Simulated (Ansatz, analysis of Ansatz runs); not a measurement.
# A hop of S in LaY3S6 (P2_1/m), charge +2

How high is the barrier when S changes place in LaY3S6 (P2_1/m)? The case: V_S hop (3.4 Å), charge +2, in a cell of 60 host atoms with 1 S taken out.

Calculated with Ansatz 0.2.0; plane-wave PAW DFT, PBEsol; nudged elastic band between two relaxed defect structures at fixed charge in a uniform background.

## 1. The system as given

The cell holds 59 atoms: 6 La, 18 Y and 35 S. Cell: a = 10.962 Å, b = 11.903 Å, c = 11.265 Å, α = 90.0°, β = 108.8°, γ = 90.0°. It derives from LaY3S6 (space group P2_1/m). Nearest the centre at fractional (0.641, 0.583, 0.681): S39 at 1.70 Å, Y26 at 2.20 Å, Y24 at 3.15 Å, Y27 at 3.44 Å, Y46 at 3.44 Å, S32 at 3.68 Å, S52 at 3.68 Å, S29 at 3.71 Å. The cell carries charge +2.

As a file:

```xyz
59
Lattice="10.9620 0.0000 -0.0099 0.0000 11.9027 0.0000 -3.6228 0.0000 10.6664" Properties=species:S:1:pos:R:3 pbc="T T T"
La    9.2962    0.9919    3.2403
La   -1.9569    2.9757    7.4162
Y     5.4851    0.9919    1.7763
Y     1.8542    2.9757    8.8801
Y     1.7055    0.9919    5.3186
Y     5.6338    2.9757    5.3378
Y     5.8973    0.9919    9.7291
Y     1.4420    2.9757    0.9273
S     4.2877    0.9919    4.1355
S     3.0516    2.9757    6.5209
S    -2.3637    0.9919    9.6683
S     9.7030    2.9757    0.9881
S     3.2343    0.9919   10.0658
S     4.1050    2.9757    0.5906
S     0.2895    0.9919    7.7741
S     7.0498    2.9757    2.8824
S     7.6996    0.9919    5.7173
S    -0.3603    2.9757    4.9392
S     1.2463    0.9919    2.6544
S     6.0929    2.9757    8.0021
La    9.2962    4.9595    3.2403
La   -1.9569    6.9433    7.4162
Y     5.4851    4.9595    1.7763
Y     1.8542    6.9433    8.8801
Y     1.7055    4.9595    5.3186
Y     5.6338    6.9433    5.3378
Y     5.8973    4.9595    9.7291
Y     1.4420    6.9433    0.9273
S     4.2877    4.9595    4.1355
S    -2.3637    4.9595    9.6683
S     9.7030    6.9433    0.9881
S     3.2343    4.9595   10.0658
S     4.1050    6.9433    0.5906
S     0.2895    4.9595    7.7741
S     7.0498    6.9433    2.8824
S     7.6996    4.9595    5.7173
S    -0.3603    6.9433    4.9392
S     1.2463    4.9595    2.6544
S     6.0929    6.9433    8.0021
La    9.2962    8.9271    3.2403
La   -1.9569   10.9109    7.4162
Y     5.4851    8.9271    1.7763
Y     1.8542   10.9109    8.8801
Y     1.7055    8.9271    5.3186
Y     5.6338   10.9109    5.3378
Y     5.8973    8.9271    9.7291
Y     1.4420   10.9109    0.9273
S     4.2877    8.9271    4.1355
S     3.0516   10.9109    6.5209
S    -2.3637    8.9271    9.6683
S     9.7030   10.9109    0.9881
S     3.2343    8.9271   10.0658
S     4.1050   10.9109    0.5906
S     0.2895    8.9271    7.7741
S     7.0498   10.9109    2.8824
S     7.6996    8.9271    5.7173
S    -0.3603   10.9109    4.9392
S     1.2463    8.9271    2.6544
S     6.0929   10.9109    8.0021
```

The cell's shortest repeat is 11.0 Å.

## 2. Relaxation of the start point, charge +2

A barrier is counted from a minimum, so both ends are relaxed first. Small random displacements break the symmetry of the ideal sites, so that the defect can distort if it gains by it. The charge of +2 is set by the electron count, and a uniform background keeps the cell neutral.

qp2.start/input.yaml reads:

```yaml
crystal:
  lattice:
    - [10.96204844, 0.0, -0.00991385]
    - [0.0, 11.90274598, 0.0]
    - [-3.62275533, 0.0, 10.66637265]
  atoms:
    - { symbol: La, position: [0.94872444, 0.08333333, 0.30466873] }
    - { symbol: La, position: [0.05127556, 0.25, 0.69533127] }
    - { symbol: "Y", position: [0.55557606, 0.08333333, 0.16705035] }
    - { symbol: "Y", position: [0.44442394, 0.25, 0.83294965] }
    - { symbol: "Y", position: [0.3204733, 0.08333333, 0.49893155] }
    - { symbol: "Y", position: [0.6795267, 0.25, 0.50106845] }
    - { symbol: "Y", position: [0.83967456, 0.08333333, 0.91291023] }
    - { symbol: "Y", position: [0.16032544, 0.25, 0.08708977] }
    - { symbol: S, position: [0.51943184, 0.08333333, 0.38820109] }
    - { symbol: S, position: [0.48056816, 0.25, 0.61179891] }
    - { symbol: S, position: [0.08396313, 0.08333333, 0.90651057] }
    - { symbol: S, position: [0.91603687, 0.25, 0.09348943] }
    - { symbol: S, position: [0.60710749, 0.08333333, 0.94426048] }
    - { symbol: S, position: [0.39289251, 0.25, 0.05573952] }
    - { symbol: S, position: [0.26736201, 0.08333333, 0.72908605] }
    - { symbol: S, position: [0.73263799, 0.25, 0.27091395] }
    - { symbol: S, position: [0.87980008, 0.08333333, 0.53682855] }
    - { symbol: S, position: [0.12019992, 0.25, 0.46317145] }
    - { symbol: S, position: [0.19599785, 0.08333333, 0.24903524] }
    - { symbol: S, position: [0.80400215, 0.25, 0.75096476] }
    - { symbol: La, position: [0.94872444, 0.41666667, 0.30466873] }
    - { symbol: La, position: [0.05127556, 0.58333333, 0.69533127] }
    - { symbol: "Y", position: [0.55557606, 0.41666667, 0.16705035] }
    - { symbol: "Y", position: [0.44442394, 0.58333333, 0.83294965] }
    - { symbol: "Y", position: [0.3204733, 0.41666667, 0.49893155] }
    - { symbol: "Y", position: [0.6795267, 0.58333333, 0.50106845] }
    - { symbol: "Y", position: [0.83967456, 0.41666667, 0.91291023] }
    - { symbol: "Y", position: [0.16032544, 0.58333333, 0.08708977] }
    - { symbol: S, position: [0.51943184, 0.41666667, 0.38820109] }
    - { symbol: S, position: [0.08396313, 0.41666667, 0.90651057] }
    - { symbol: S, position: [0.91603687, 0.58333333, 0.09348943] }
    - { symbol: S, position: [0.60710749, 0.41666667, 0.94426048] }
    - { symbol: S, position: [0.39289251, 0.58333333, 0.05573952] }
    - { symbol: S, position: [0.26736201, 0.41666667, 0.72908605] }
    - { symbol: S, position: [0.73263799, 0.58333333, 0.27091395] }
    - { symbol: S, position: [0.87980008, 0.41666667, 0.53682855] }
    - { symbol: S, position: [0.12019992, 0.58333333, 0.46317145] }
    - { symbol: S, position: [0.19599785, 0.41666667, 0.24903524] }
    - { symbol: S, position: [0.80400215, 0.58333333, 0.75096476] }
    - { symbol: La, position: [0.94872444, 0.75, 0.30466873] }
    - { symbol: La, position: [0.05127556, 0.91666667, 0.69533127] }
    - { symbol: "Y", position: [0.55557606, 0.75, 0.16705035] }
    - { symbol: "Y", position: [0.44442394, 0.91666667, 0.83294965] }
    - { symbol: "Y", position: [0.3204733, 0.75, 0.49893155] }
    - { symbol: "Y", position: [0.6795267, 0.91666667, 0.50106845] }
    - { symbol: "Y", position: [0.83967456, 0.75, 0.91291023] }
    - { symbol: "Y", position: [0.16032544, 0.91666667, 0.08708977] }
    - { symbol: S, position: [0.51943184, 0.75, 0.38820109] }
    - { symbol: S, position: [0.48056816, 0.91666667, 0.61179891] }
    - { symbol: S, position: [0.08396313, 0.75, 0.90651057] }
    - { symbol: S, position: [0.91603687, 0.91666667, 0.09348943] }
    - { symbol: S, position: [0.60710749, 0.75, 0.94426048] }
    - { symbol: S, position: [0.39289251, 0.91666667, 0.05573952] }
    - { symbol: S, position: [0.26736201, 0.75, 0.72908605] }
    - { symbol: S, position: [0.73263799, 0.91666667, 0.27091395] }
    - { symbol: S, position: [0.87980008, 0.75, 0.53682855] }
    - { symbol: S, position: [0.12019992, 0.91666667, 0.46317145] }
    - { symbol: S, position: [0.19599785, 0.75, 0.24903524] }
    - { symbol: S, position: [0.80400215, 0.91666667, 0.75096476] }
total_charge: 2
basis:
  ecutwfc: 420
  xc_grid: 2
hamiltonian:
  xc: pbesol
kpoints:
  mp_grid: { grid: [1, 1, 1] }
scf:
  occupations: { method: fixed }
  max_iter: 60
output:
  forces: true
relax:
  f_tol: 0.02
  max_steps: 70
  random_displacement: { amplitude: 0.03, seed: 8471 }
```

The run is started by

```console
$ ansatz run input.yaml --threads 4 --pin off --max-ram 7536MiB --backend cpu --events-out ev --progress --plain --runs-dir out
```

The program printed:

```text
The last accepted step is kept in <dir> (removed where the run ends without a failure and the disk answers)
Engine: ansatz 0.2.0, aarch64-unknown-linux-gnu
Pseudopotentials: kind: paw
Pseudopotential: La, paw, valence charge 11, recommended cutoff 420 eV (normal), La.paw.azcp
Pseudopotential: Y, paw, valence charge 11, recommended cutoff 420 eV (normal), Y.paw.azcp
Pseudopotential: S, paw, valence charge 6, recommended cutoff 420 eV (normal), S.paw.azcp
Functional definition: PBEsol
  exchange = pbesol_x
  correlation = pbesol_c
Crystal: 59 atoms, lattice volume = 1391.305 Å³
Basis set: ecut = 420 eV, 27171 PW (Γ), exchange–correlation on 150×160×160 points (8 copies of the dense FFT grid, shifted against one another)
Bands: 295, of which v1, the nominal top of the filled ones, is band 236 counted from 1 (235 counted from 0)
Symmetry: 1 space group operations
k-points: 1
Non-local potential: La, projectors of the file, l = 0: 3, l = 1: 2, l = 2: 2, l = 3: 3
Non-local potential: Y, projectors of the file, l = 0: 3, l = 1: 2, l = 2: 2, l = 3: 1
Non-local potential: S, projectors of the file, l = 0: 2, l = 1: 2, l = 2: 2
PAW form: soft (Blöchl's): semilocal exchange-correlation on the pseudo side does not see the compensation charge
PAW frozen core: La, regenerated for the run's functional, and the local potential with it (the file was generated under x = pbe(κ = 0.804, μ = 0.219515), c = pbe(β = 0.066725))
PAW frozen core: Y, regenerated for the run's functional, and the local potential with it (the file was generated under x = pbe(κ = 0.804, μ = 0.219515), c = pbe(β = 0.066725))
PAW frozen core: S, regenerated for the run's functional, and the local potential with it (the file was generated under x = pbe(κ = 0.804, μ = 0.219515), c = pbe(β = 0.066725))
PAW one-centre angular grid: La, 590 points (default); XC on 64 Gauss nodes
PAW one-centre angular grid: Y, 590 points (default); XC on 64 Gauss nodes
PAW one-centre angular grid: S, 110 points (default); XC on 64 Gauss nodes
Initial density: superposition of atomic densities (neutral atoms scaled as one to the charged cell's electrons: chi_scale 0, normalization atom), corrected by the library's trained network
Initial wavefunctions: pseudopotential atomic-orbital guess
Functional: x = pbesol(κ = 0.804, μ = 0.123457), c = pbesol(β = 0.046)
SCF iter   1: F=—  HF=-136395.790670 eV  |F-HF|=—  |Δ(HF+E_count)|=         —  Δρ=6.89e-3  dr2=2.69e0  ethr=1.77e-3  ⟨swp⟩=4.0  Hψ=830  notcnv=0  defer=57
preconditioner: auto → Resta (q_TF=auto, 2.278 Å⁻¹)  ε∞=5.4  [insulator: Δε(μ)=0.853 eV  Ē_g=8.471 eV  n_scr=266 (ndim 8)  ℏωp=17.7 eV  f_vac=0.007  ε∞_Penn≈5.4]
SCF iter   2: F=—  HF=-136395.282632 eV  |F-HF|=—  |Δ(HF+E_count)|=   5.08e-1  Δρ=3.43e-3  dr2=6.54e-1  ethr=5.70e-4  ⟨swp⟩=4.0  Hψ=531  notcnv=0  defer=57
SCF iter   3: F=—  HF=-136395.127821 eV  |F-HF|=—  |Δ(HF+E_count)|=   1.55e-1  Δρ=1.18e-3  dr2=6.20e-2  ethr=1.39e-4  ⟨swp⟩=3.0  Hψ=459  notcnv=0  defer=57
SCF iter   4: F=—  HF=-136395.119679 eV  |F-HF|=—  |Δ(HF+E_count)|=   8.14e-3  Δρ=3.73e-4  dr2=4.92e-3  ethr=1.31e-5  ⟨swp⟩=3.0  Hψ=459  notcnv=0  defer=57
SCF iter   5: F=—  HF=-136395.121456 eV  |F-HF|=—  |Δ(HF+E_count)|=   1.78e-3  Δρ=1.36e-4  dr2=6.60e-4  ethr=1.04e-6  ⟨swp⟩=2.0  Hψ=509  notcnv=0  defer=57
SCF iter   6: F=—  HF=-136395.121694 eV  |F-HF|=—  |Δ(HF+E_count)|=   2.38e-4  Δρ=4.69e-5  dr2=1.09e-4  ethr=1.40e-7  ⟨swp⟩=2.0  Hψ=457  notcnv=0  defer=57
SCF iter   7: F=—  HF=-136395.121726 eV  |F-HF|=—  |Δ(HF+E_count)|=   3.24e-5  Δρ=2.01e-5  dr2=1.83e-5  ethr=2.30e-8  ⟨swp⟩=2.0  Hψ=461  notcnv=0  defer=57
SCF iter   8: F=-136395.121728 eV  HF=-136395.121727 eV  |F-HF|=2.24e-7  |Δ(HF+E_count)|=   1.18e-6  Δρ=6.13e-6  dr2=1.20e-6  ethr=2.12e-9  ⟨swp⟩=4.0  Hψ=983  notcnv=0
SCF 1 converged in 8 iterations: F = -136395.121728 eV  dr2 = 1.20e-6
  greatest PAW one-centre occupation: 0.993 electrons in one spin orbital (limit 2), on the Y atom at site 27 (counted from 0), in its partial waves of l = 0
relax step   1: F+E_penalty+E_count = -136395.12172768 eV  Δ(F+E_penalty+E_count) = +0.000e0 eV  max|allowed force component| = 1.654e0 eV/Å  Δτ_max = 0.0000 Å  (8 SCF iters, dr2 threshold 1.00e-5 eV, accepted)
[... the SCF cycles and remarks between the steps are left out from here to the last step ...]
relax step   2: F+E_penalty+E_count = -136396.40899173 eV  Δ(F+E_penalty+E_count) = -1.287e0 eV  max|allowed force component| = 4.771e-1 eV/Å  Δτ_max = 0.1995 Å  (6 SCF iters, dr2 threshold 1.00e-4 eV, accepted)
relax step   3: F+E_penalty+E_count = -136396.69414152 eV  Δ(F+E_penalty+E_count) = -2.851e-1 eV  max|allowed force component| = 3.396e-1 eV/Å  Δτ_max = 0.2000 Å  (6 SCF iters, dr2 threshold 1.42e-5 eV, accepted)
relax step   4: F+E_penalty+E_count = -136396.77089817 eV  Δ(F+E_penalty+E_count) = -7.676e-2 eV  max|allowed force component| = 1.925e-1 eV/Å  Δτ_max = 0.1721 Å  (6 SCF iters, dr2 threshold 9.60e-6 eV, accepted)
relax step   5: F+E_penalty+E_count = -136396.83027502 eV  Δ(F+E_penalty+E_count) = -5.938e-2 eV  max|allowed force component| = 1.925e-1 eV/Å  Δτ_max = 0.2000 Å  (5 SCF iters, dr2 threshold 1.19e-5 eV, accepted)
relax step   6: F+E_penalty+E_count = -136396.89625725 eV  Δ(F+E_penalty+E_count) = -6.598e-2 eV  max|allowed force component| = 2.433e-1 eV/Å  Δτ_max = 0.1959 Å  (5 SCF iters, dr2 threshold 1.19e-5 eV, accepted)
relax step   7: F+E_penalty+E_count = -136396.97598119 eV  Δ(F+E_penalty+E_count) = -7.972e-2 eV  max|allowed force component| = 2.597e-1 eV/Å  Δτ_max = 0.1954 Å  (5 SCF iters, dr2 threshold 5.92e-5 eV, accepted)
relax step   8: F+E_penalty+E_count = -136397.03247528 eV  Δ(F+E_penalty+E_count) = -5.649e-2 eV  max|allowed force component| = 1.880e-1 eV/Å  Δτ_max = 0.1950 Å  (5 SCF iters, dr2 threshold 6.75e-5 eV, accepted)
relax step   9: F+E_penalty+E_count = -136397.02868207 eV  Δ(F+E_penalty+E_count) = +3.793e-3 eV  max|allowed force component| = 2.502e-1 eV/Å  Δτ_max = 0.0711 Å  (5 SCF iters, dr2 threshold 1.85e-5 eV, rejected (line search))
relax step  10: F+E_penalty+E_count = -136397.04513256 eV  Δ(F+E_penalty+E_count) = -1.266e-2 eV  max|allowed force component| = 5.937e-2 eV/Å  Δτ_max = 0.0346 Å  (7 SCF iters, accepted)
SCF iter   1: F=—  HF=-136397.047805 eV  |F-HF|=—  |Δ(HF+E_count)|=         —  Δρ=4.70e-4  dr2=3.84e-3  ethr=1.40e-5  ⟨swp⟩=3.0  Hψ=466  notcnv=0  defer=57
SCF iter   2: F=—  HF=-136397.047141 eV  |F-HF|=—  |Δ(HF+E_count)|=   6.64e-4  Δρ=2.40e-4  dr2=8.65e-4  ethr=8.14e-7  ⟨swp⟩=3.0  Hψ=528  notcnv=0  defer=56
SCF iter   3: F=—  HF=-136397.046991 eV  |F-HF|=—  |Δ(HF+E_count)|=   1.50e-4  Δρ=4.51e-5  dr2=3.43e-5  ethr=1.83e-7  ⟨swp⟩=2.0  Hψ=479  notcnv=0  defer=54
SCF iter   4: F=—  HF=-136397.048167 eV  |F-HF|=—  |Δ(HF+E_count)|=   1.18e-3  Δρ=9.44e-6  dr2=2.77e-6  ethr=7.26e-9  ⟨swp⟩=2.0  Hψ=455  notcnv=0  defer=52
SCF iter   5: F=—  HF=-136397.048168 eV  |F-HF|=—  |Δ(HF+E_count)|=   4.70e-7  Δρ=3.13e-6  dr2=3.07e-7  ethr=5.86e-10  ⟨swp⟩=2.0  Hψ=455  notcnv=0  defer=52
SCF iter   6: F=-136397.048168 eV  HF=-136397.048168 eV  |F-HF|=2.62e-10  |Δ(HF+E_count)|=   1.05e-7  Δρ=1.00e-6  dr2=3.19e-8  ethr=2.12e-11  ⟨swp⟩=4.0  Hψ=986  notcnv=0
SCF 11 converged in 6 iterations: F = -136397.048168 eV  dr2 = 3.19e-8
relax step  11: F+E_penalty+E_count = -136397.04816787 eV  Δ(F+E_penalty+E_count) = -3.035e-3 eV  max|allowed force component| = 1.374e-2 eV/Å  Δτ_max = 0.0261 Å  (6 SCF iters, accepted)
SCF converged after 6 iterations
Free energy (F): -136397.048168 eV
Harris-Foulkes:  -136397.048168 eV  (|F-HF|=2.62e-10)
Internal energy: -136397.048168 eV  (E = F + TS)
E sigma→0 (E₀):  -136397.048168 eV
Fermi energy:    7.863237 eV
--- Per-component energies (eV) ---
  E_band       = -2290.471932
  E_kinetic    = 10380.720089
  E_local      = -17416.195848  (includes V_loc(G=0)·N_el)
  E_nonlocal   = 2500.207357
  E_hartree    = 5665.751698
  E_xc         = -7307.151782
  E_vxc        = -7537.330768  (∫ρ·V_xc dr)
  E_paw        = -102342.270702  (= ΣΔE_a)
  E_vpaw       = -1549.375037  (= ΣTr[D̂ρ^β])
  E_aug_tail   = 0.000096  (compensation charges beyond the density's cutoff)
  E_ewald      = -27883.972268
  E_core_change = 5.863192  (= ΣΔE_core)
  E_smearing   = -0.000000  (= −TS)
  E_closure    = -0.000000  (closes the sum)
  E_deformation_potential = 31.354720  (in the stress; not in F)
  Σ components = -136397.048168   (vs F -136397.048168, Δ=0.00e0)
--- Forces (eV/Å), atoms counted from 1 ---
  atom   1  La     0.00629012    -0.00057575    -0.00094040
  atom   2  La     0.00154164    -0.00510061     0.00538557
  [... 21 atoms left out ...]
  atom  24  Y      0.00869859     0.00059304     0.00189223
  atom  25  Y      0.00002278     0.00376138    -0.00300882
  atom  26  Y     -0.00149782    -0.00061737    -0.00212652
  atom  27  Y      0.00268267    -0.00270194     0.00116659
  [... 1 atom left out ...]
  atom  29  S      0.00188291     0.00376199    -0.00072481
  [... 2 atoms left out ...]
  atom  32  S     -0.00249743     0.00474072    -0.00273642
  [... 6 atoms left out ...]
  atom  39  S      0.00359323     0.00016785    -0.00445349
  [... 6 atoms left out ...]
  atom  46  Y      0.00236217     0.00272233     0.00058493
  [... 1 atom left out ...]
  atom  48  S      0.00231669    -0.00361427    -0.00034245
  [... 3 atoms left out ...]
  atom  52  S     -0.00301024    -0.00328162    -0.00231441
  [... 7 atoms left out ...]
  max |Σ_I F_I| component: 4.33e-5 eV/Å
--- Relaxed structure (11 steps of the walk, 10 accepted, 0 SCFs on fresh bases) ---
  F+E_penalty+E_count = -136397.04816787 eV   max|allowed force component| = 1.374e-2 eV/Å
  atoms:
    - { symbol: La, position: [0.942444, 0.083498, 0.298618] }
    - { symbol: La, position: [0.054014, 0.248991, 0.696258] }
    [... 21 atoms left out ...]
    - { symbol: Y, position: [0.485046, 0.583441, 0.850079] }
    - { symbol: Y, position: [0.308541, 0.402536, 0.489153] }
    - { symbol: Y, position: [0.705791, 0.583478, 0.502338] }
    - { symbol: Y, position: [0.829115, 0.418721, 0.904755] }
    [... 1 atom left out ...]
    - { symbol: S, position: [0.523421, 0.429031, 0.408613] }
    [... 2 atoms left out ...]
    - { symbol: S, position: [0.615326, 0.405458, 0.966674] }
    [... 6 atoms left out ...]
    - { symbol: S, position: [0.694082, 0.583479, 0.746977] }
    [... 6 atoms left out ...]
    - { symbol: Y, position: [0.829130, 0.748259, 0.904750] }
    [... 1 atom left out ...]
    - { symbol: S, position: [0.523395, 0.737904, 0.408592] }
    [... 3 atoms left out ...]
    - { symbol: S, position: [0.615331, 0.761432, 0.966659] }
    [... 7 atoms left out ...]
```

Wall time 66 s (4 threads of Arm Neoverse V2, shared host); peak memory 1.5 GiB; 4.2 min of CPU time.

Reading the cycles: dr2 is the Hartree energy of the density residual (eV), the measure of convergence; HF is the Harris–Foulkes estimate of the energy, which meets the free energy F at convergence.

Step by step:

```csv
step,energy less that of the first step (eV),largest force component (eV/Å)
1,0.0000,1.6538
2,-1.2873,0.4771
3,-1.5724,0.3396
4,-1.6492,0.1925
5,-1.7085,0.1925
6,-1.7745,0.2433
7,-1.8543,0.2597
8,-1.9107,0.1880
9,-1.9070,0.2502
10,-1.9234,0.0594
11,-1.9264,0.0137
```

Relaxation step 9 was tried and not accepted.

The atoms that moved most (Å, from the sites as typed, ahead of the random displacement):

```csv
atom,dx,dy,dz,length
S39,-1.190,0.000,-0.041,1.190
Y24,0.384,0.000,0.182,0.425
La22,0.361,0.000,-0.020,0.362
S54,0.294,-0.129,-0.017,0.322
S34,0.294,0.128,-0.017,0.321
Y26,0.284,0.000,0.013,0.285
S32,0.010,-0.135,0.239,0.275
S52,0.010,0.134,0.239,0.274
```

Neighbours of S39 at the end:

```csv
atom,distance (Å)
Y27,2.738
Y46,2.739
Y26,2.800
Y24,2.884
S52,3.568
S32,3.569
S31,3.813
S56,4.097
S36,4.097
S29,4.100
S48,4.100
```

This step gave:

| Property | Result |
| --- | --- |
| free energy | -136397.0482 eV |
| largest move from the ideal geometry of this structure, a common shift of the far atoms taken out | 1.196 Å |

The relaxation gained 1.926 eV and ended with a largest force component of 0.014 eV/Å.

[end of part 1 of 5]

[Long decimals in the printed logs are rounded to 6 places.]

[Repeated set-up lines and some long k-point lines are left out of the logs, and relaxed atomic positions are cut to six decimals.]

[Logs are printed without paths, hosts, clocks, repeated set-up lines and the standing remarks that a program may print on its own settings, such as how far it seeks lower states.]

[Hosts, paths, dates, database ids (printed as entryN), source tags and the programs' standing remarks are cut or masked in the printed files.]
